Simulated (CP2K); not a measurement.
Consider fluoroethane at its PBE geometry (Å).

```xyz
8

C     0.7701    0.0956    0.0416
C    -0.7204   -0.1563    0.0062
F    -1.3682    0.8542   -0.7528
H     1.2622   -0.6929    0.6293
H     1.1942    0.0838   -0.9708
H     0.9951    1.0635    0.5074
H    -1.1681   -0.1312    1.0109
H    -0.9650   -1.1167   -0.4717
```

Method: CP2K XAS_TDP, all-electron GAPW, PBEh(45%), aug-cc-pVDZ, TDA, no relativity.

Q: Predict the bright core excitations at the C K edge.

Leading lines: C1 283.74 eV and C2 285.02 eV. The leading line of an atom is its first one with 35 % of the strongest within 2.5 eV of its lowest line over the strength cut. 

The first six lines of each atom with a strength over 0.0015:

```tsv
atom	energy (eV)	states	strength, one atom
C1 (bonded to C and 3 H)	283.74	1	0.0070
	284.54	1	0.0181
	284.58	1	0.0188
	284.93	1	0.0043
	285.74	1	0.0060
	286.12	1	0.0020
C2 (bonded to C, F and 2 H)	285.02	1	0.0582
	285.95	1	0.0084
	286.46	1	0.0248
	287.49	1	0.0019
	288.01	1	0.0045
	288.24	1	0.0018
```

Lines are vertical, at one geometry, with no vibrational structure. Without a correction of the core level, line positions, and the gaps between valence and Rydberg lines, follow the share of exact exchange. At this level such K lines come out 3 to 6 eV under measured ones. These values hold no scalar relativity, about 0.1 eV for C 1s. Rydberg lines, and the discretised continuum above threshold, depend on the basis and the box.

[Banner, clock and machine lines of the logs are left out without a mark of their own.]

[Logs are printed without paths, hosts, clocks, repeated set-up lines and the standing remarks that a program may print on its own settings, such as how far it seeks lower states.]

[Hosts, paths, dates, database ids (printed as entryN), source tags and the programs' standing remarks are cut or masked in the printed files.]
